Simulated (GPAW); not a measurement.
# Magnetic state of Fe3 on W4 110 from several starts

Does Fe3 on W4 110 prefer parallel or opposed moments, or none?

Program: GPAW 26.7.0. Level of theory: PBE; plane waves with GPAW's PAW setups, scalar-relativistic. Values are calculated unless marked as measured.

## Step 1: The system as given

The cell holds 7 atoms: 4 W and 3 Fe. Its edges and angles: a = 2.741 Å, b = 2.741 Å, c = 23.997 Å, α = 90.0°, β = 90.0°, γ = 109.5°. ideal sites on the substrate's mesh, layer spacings from atomic volumes, unrelaxed, 12 A of vacuum. Vacuum lies along c.

## Step 2: Order 1, typed as ferro +++

Parallel moments need no larger cell; this start tests for a ferromagnetic state only.

Input file order1.py:

```python
import json
import numpy as np
from ase import Atoms
from ase.parallel import paropen, parprint
from gpaw import GPAW

atoms = Atoms(['W', 'W', 'W', 'W', 'Fe', 'Fe', 'Fe'],
    cell=[[1.5825, -2.237993, 0.0],
         [1.5825, 2.237993, 0.0],
         [0.0, 0.0, 23.9966]],
    scaled_positions=[[0.0, 0.0, 0.250035],
         [0.5, 0.5, 0.343285],
         [0.0, 0.0, 0.436534],
         [0.5, 0.5, 0.529784],
         [0.0, 0.0, 0.61112],
         [0.5, 0.5, 0.680542],
         [0.0, 0.0, 0.749965]],
    pbc=True,
    magmoms=[0.0, 0.0, 0.0, 0.0, 2.6, 2.6, 2.6])
atoms.calc = GPAW(mode={'name': 'pw', 'ecut': 450},
    xc='PBE',
    kpts={'size': (18, 18, 1), 'gamma': True},
    occupations={'name': 'fermi-dirac', 'width': 0.05},
    convergence={'density': 1e-05, 'energy': 1e-05},
    maxiter=250,
    mixer={'name': 'pulay', 'beta': 0.03, 'nmaxold': 8, 'weight': 100},
    symmetry={'tolerance': 1e-4},
    txt='order1.txt')
e = atoms.get_potential_energy(force_consistent=True)
res = {'free_energy': e, 'energy_sigma0': atoms.get_potential_energy(), 'fermi_energy': atoms.calc.get_fermi_level()}
res['moments'] = atoms.get_magnetic_moments().tolist()
res['total'] = atoms.get_magnetic_moment()
parprint('site moments (muB):', np.round(res['moments'], 3))
parprint(f"total moment: {res['total']:.3f} muB")
parprint(f'free energy: {e:.6f} eV')
atoms.calc.write('order1.gpw')
with paropen('results.json', 'w') as f:
    json.dump(res, f)
```

Command:

```bash
OMP_NUM_THREADS=1 mpirun -n 8 gpaw python order1.py > order1.log
```

What it wrote:

```text
site moments (muB): [ 7.000e-03  3.000e-03 -1.000e-03 -8.000e-02  2.087e+00  2.438e+00
  2.803e+00]
total moment: 7.337 muB
free energy: -70.082069 eV

--- order1.txt ---
Input parameters:
  mode=PW(ecut=450),
  convergence={'density': 1e-05, 'energy': 1e-05},
  kpts=MonkhorstPack(size=(18, 18, 1), gamma=True),
  maxiter=250,
  mixer=Pulay(name='pulay', nmaxold=8, beta=0.03, weight=100, sigma=0.015, g_ss=None),
  occupations=Occupations(name='fermi-dirac', width=0.05),
  symmetry=Symmetry(tolerance=0.0001),
  xc=XC(name='PBE')

Diagonalizing LCAO Hamiltonian
Converting LCAO to pw mode

       Fe

           Fe

       Fe

           W

       W

           W

       W

Atoms  # Å, Bohr magnetons
|   | symbol |        x |        y |         z |    initial magnetic moments |
|---|--------|----------|----------|-----------|-----------------------------|
| 0 |      W | 0.000000 | 0.000000 |  5.999990 | ( 0.0000,  0.0000,  0.0000) |
| 1 |      W | 1.582500 | 0.000000 |  8.237673 | ( 0.0000,  0.0000,  0.0000) |
| 2 |      W | 0.000000 | 0.000000 | 10.475332 | ( 0.0000,  0.0000,  0.0000) |
| 3 |      W | 1.582500 | 0.000000 | 12.713015 | ( 0.0000,  0.0000,  0.0000) |
| 4 |     Fe | 0.000000 | 0.000000 | 14.664802 | ( 0.0000,  0.0000,  2.6000) |
| 5 |     Fe | 1.582500 | 0.000000 | 16.330694 | ( 0.0000,  0.0000,  2.6000) |
| 6 |     Fe | 0.000000 | 0.000000 | 17.996610 | ( 0.0000,  0.0000,  2.6000) |

Unit cell  # Å
| periodic |        x |         y |         z |   lengths |     angles |
|----------|----------|-----------|-----------|-----------|------------|
|      yes | 1.582500 | -2.237993 |  0.000000 |  2.740970 |  90.000000 |
|      yes | 1.582500 |  2.237993 |  0.000000 |  2.740970 |  90.000000 |
|      yes | 0.000000 |  0.000000 | 23.996600 | 23.996600 | 109.471222 |

Number of symmetries: 4

BZ-sampling:
  Number of BZ points: 324
  Number of IBZ points: 91

  Monkhorst-Pack size: [18, 18, 1]
  Monkhorst-Pack shift: [0.027778, 0.027778, 0.0]

K-points  # in reciprocal-cell coordinates
|     |                                coordinates |     weight |
|-----|--------------------------------------------|------------|
|   0 | ( -0.00000000,  -0.00000000,   0.00000000) | 0.00308642 |
|   1 | (  0.05555556,  -0.05555556,   0.00000000) | 0.00617284 |
|   2 | (  0.05555556,  -0.00000000,   0.00000000) | 0.01234568 |
|   3 | (  0.05555556,   0.05555556,   0.00000000) | 0.00617284 |
|   4 | (  0.11111111,  -0.11111111,   0.00000000) | 0.00617284 |
|   5 | (  0.11111111,  -0.05555556,   0.00000000) | 0.01234568 |
|   6 | (  0.11111111,  -0.00000000,   0.00000000) | 0.01234568 |
|   7 | (  0.11111111,   0.05555556,   0.00000000) | 0.01234568 |
|   8 | (  0.11111111,   0.11111111,   0.00000000) | 0.00617284 |
|   9 | (  0.16666667,  -0.16666667,   0.00000000) | 0.00617284 |
| ... |                                            |            |
|  90 | (  0.50000000,   0.50000000,   0.00000000) | 0.00308642 |

Plane wave coefficients: 3754
Cutoff: 450.000000 eV

Spin-components: 2 (collinear spins)
Bands:           57
Projectors:      42
Spin-degeneracy: 1
Datatype:        complex128

Parallelization:
  kpt:    8
  domain: 1
  band:   1

Density:
  Valence electrons: 80.0
  Components: 2
  Grid points: [ 14  14 120]
  Charge: 0.0  # |e|

Potential:
  Grid points: [ 14  14 120]

species:
  W:
    name:    Tungsten
    Z:       74.0
    valence: 14
    core:    60
    charge:  0.0  # [|e|]
    compensation charges:
      type: gauss
      rc: 0.40  # [Å]
      lmax: 2
    cutoffs:
      filter: 2.36  # [Å]
      core: 3.02  # [Å]
    projectors
    | kind |    occ | energy [eV] | rcut [Å] |
    |------|--------|-------------|----------|
    |   5s |  2.000 |     -78.830 |    1.344 |
    |   6s |  2.000 |      -5.697 |    1.344 |
    |   5p |  6.000 |     -43.233 |    1.355 |
    |   6p |  0.000 |      -1.367 |    1.355 |
    |   5d |  4.000 |      -4.494 |    1.228 |
    |    d |        |      22.717 |    1.228 |

    Using partial waves for W as LCAO basis

  Fe:
    name:    Iron
    Z:       26.0
    valence: 8
    core:    18
    charge:  0.0  # [|e|]
    compensation charges:
      type: gauss
      rc: 0.33  # [Å]
      lmax: 2
    cutoffs:
      filter: 2.06  # [Å]
      core: 2.67  # [Å]
    projectors
    | kind |    occ | energy [eV] | rcut [Å] |
    |------|--------|-------------|----------|
    |   4s |  2.000 |      -5.291 |    1.164 |
    |   4p |  0.000 |      -1.326 |    1.058 |
    |   3d |  6.000 |      -7.505 |    1.058 |
    |    s |        |      21.920 |    1.164 |
    |    p |        |      25.885 |    1.058 |
    |    d |        |      19.706 |    1.058 |

    Using partial waves for Fe as LCAO basis

Reference energy: -1858945.050420  # eV

eigensolver:
  PPCG
  Converge bands: occupied
  niter=2

density mixing:
  Pulay-Mixer
  Linear mixing parameters: 0.03
  Old densities: 8
  Fourier metric: weight=100, sigma=0.015

occupation numbers:
  Fermi-Dirac:
    width: 0.0500  # eV

poisson solver:
  ecut: 3600.000000  # eV

xc functional:
  name: PBE with 2 nearest neighbor stencil

convergence criteria:
- Maximum integral of absolute [dens]ity change: 1e-05 electrons / valence electron
- Maximum [total energy] change in last 3 cyles: 1e-05 eV / valence electron
- Maximum integral of absolute [eigenst]ate change: 4e-08 eV^2 / valence electron
maximum number of iterations: 250

SCF iterations
|iter     |      energy | eigst |  dens |  magmom |
|---------|-------------|-------|-------|---------|
|iter:   1|       0s |  -76.339187 | +0.20 |       |  +7.8108|
|iter:   2|      11s | -129.201628 | +0.02 | -0.80 |  +7.7277|
|iter:   3|      21s |  -71.798896 | -0.84 | -0.40 |  +7.7074|
|iter:   4|      30s |  -71.248087 | -2.29 | -1.07 |  +7.6934|
|iter:   5|      39s |  -70.897955 | -2.64 | -1.11 |  +7.6710|
|iter:   6|      50s |  -70.538873 | -2.44 | -1.14 |  +7.6359|
|iter:   7|      59s |  -69.971359 | -1.32 | -1.18 |  +7.5056|
|iter:   8|      70s |  -69.952558 | -2.64 | -1.39 |  +7.4951|
|iter:   9|      79s |  -69.926617 | -2.58 | -1.41 |  +7.4458|
|iter:  10|      90s |  -69.961667 | -2.21 | -1.52 |  +7.3848|
[... 31 iterations left out ...]
|iter:  42|     376s |  -70.059217c| -7.62c| -4.32 |  +7.3359|
|iter:  43|     381s |  -70.059219c| -7.75c| -4.43 |  +7.3363|
|iter:  44|     385s |  -70.059219c| -8.04c| -4.50 |  +7.3365|
|iter:  45|     390s |  -70.059220c| -8.25c| -4.57 |  +7.3367|
|iter:  46|     394s |  -70.059221c| -8.22c| -4.65 |  +7.3369|
|iter:  47|     399s |  -70.059221c| -8.49c| -4.74 |  +7.3370|
|iter:  48|     403s |  -70.059222c| -8.68c| -4.78 |  +7.3370|
|iter:  49|     407s |  -70.059222c| -8.58c| -4.84 |  +7.3371|
|iter:  50|     412s |  -70.059222c| -8.82c| -4.99 |  +7.3371|
|iter:  51|     416s |  -70.059222c| -8.97c| -5.09c|  +7.3371|

Converged in 51 steps
Energy contributions relative to reference atoms: (reference = -1858945.050420)

Energy contributions:
  Kinetic:          45.923677
  Coulomb:         -48.550093
  Zero:              0.382271
  External:          0.000000
  Xc:              -67.792230
  Entropy:          -0.045695
  Spinorbit:         0.000000
  ----------------------------
  Free energy:     -70.082069
  Extrapolated:    -70.059222

dipole moment: (-39.052813, -0.000000, 0.074675)  # |e|*Ang

Total magnetic moment: (0.000000, 0.000000, 7.337071)

Local magnetic moments
|        x |        y |         z |
|----------|----------|-----------|
| 0.000000 | 0.000000 |  0.006556 |  # W    0
| 0.000000 | 0.000000 |  0.003169 |  # W    1
| 0.000000 | 0.000000 | -0.001176 |  # W    2
| 0.000000 | 0.000000 | -0.079867 |  # W    3
| 0.000000 | 0.000000 |  2.086700 |  # Fe   4
| 0.000000 | 0.000000 |  2.438290 |  # Fe   5
| 0.000000 | 0.000000 |  2.802702 |  # Fe   6

Fermi level: 5.693
Eigenvalues  # (at kpt = [-0.000, -0.000, 0.000])
| band index |      eig [eV] | occ [0-1] |      eig [eV] | occ [0-1] |
|------------|---------------|-----------|---------------|-----------|
|          0 |       -68.277 |     1.000 |       -68.276 |     1.000 |
|        ... |               |           |               |           |
|         34 |         3.968 |     1.000 |         5.191 |     1.000 |
|         35 |         4.084 |     1.000 |         5.602 |     0.860 |
|         36 |         4.135 |     1.000 |         5.654 |     0.687 |
|         37 |         4.159 |     1.000 |         5.737 |     0.296 |
|         38 |         4.348 |     1.000 |         6.152 |     0.000 |
|         39 |         4.358 |     1.000 |         6.236 |     0.000 |
|         40 |         4.440 |     1.000 |         6.437 |     0.000 |
|         41 |         4.585 |     1.000 |         6.573 |     0.000 |
|         42 |         4.852 |     1.000 |         6.798 |     0.000 |
|         43 |         5.037 |     1.000 |         6.816 |     0.000 |
|         44 |         5.318 |     0.999 |         7.042 |     0.000 |
|         45 |         5.647 |     0.715 |         7.060 |     0.000 |
|         46 |         6.018 |     0.002 |         7.470 |     0.000 |
|         47 |         6.843 |     0.000 |         7.587 |     0.000 |
|         48 |         7.410 |     0.000 |         7.641 |     0.000 |
|        ... |               |           |               |           |
|         56 |         8.886 |     0.000 |         9.093 |     0.000 |

No gap
No difference between direct/indirect transitions
```

Elapsed: 7.5 min, on 8 MPI ranks of AMD EPYC 7R13 (Zen 3), shared host; peak memory 2.4 GiB; 53 min of CPU time.

Spin moment in the augmentation sphere by atom:

| atom | spin moment in the augmentation sphere (μB) |
| --- | --- |
| W1 | 0.01 |
| W2 | 0.00 |
| W3 | 0.00 |
| W4 | -0.08 |
| Fe5 | 2.09 |
| Fe6 | 2.44 |
| Fe7 | 2.80 |

Read from the output:

```yaml
magnetization: 7.337 μB
final_state: ferromagnetic
```

After 51 cycles the largest moment stands at 2.80 μB.

(Continued in part 2 of 2.)

[Long decimals in the printed logs are rounded to 6 places.]

[Logs and program files are shortened in this print: banners, set-up blocks, solver, clock and traceback lines can be left out without a mark of their own.]

[Logs are printed without paths, hosts, clocks, repeated set-up lines and the standing remarks that a program may print on its own settings, such as how far it seeks lower states.]

[Hosts, paths, dates, database ids (printed as entryN), source tags and the programs' standing remarks are cut or masked in the printed files.]

[Where the starting crystal was built by hand or by swapping elements, it need not be the compound's stable phase.]

[Where a cell is said to come from a database of computed structures, the database is the Materials Project.]

[Runs that the program refused, that were killed for memory or that had too few empty states are not shown or counted.]

[Lattice constants of own cells that a recipe calls measured were typed without a cited source.]
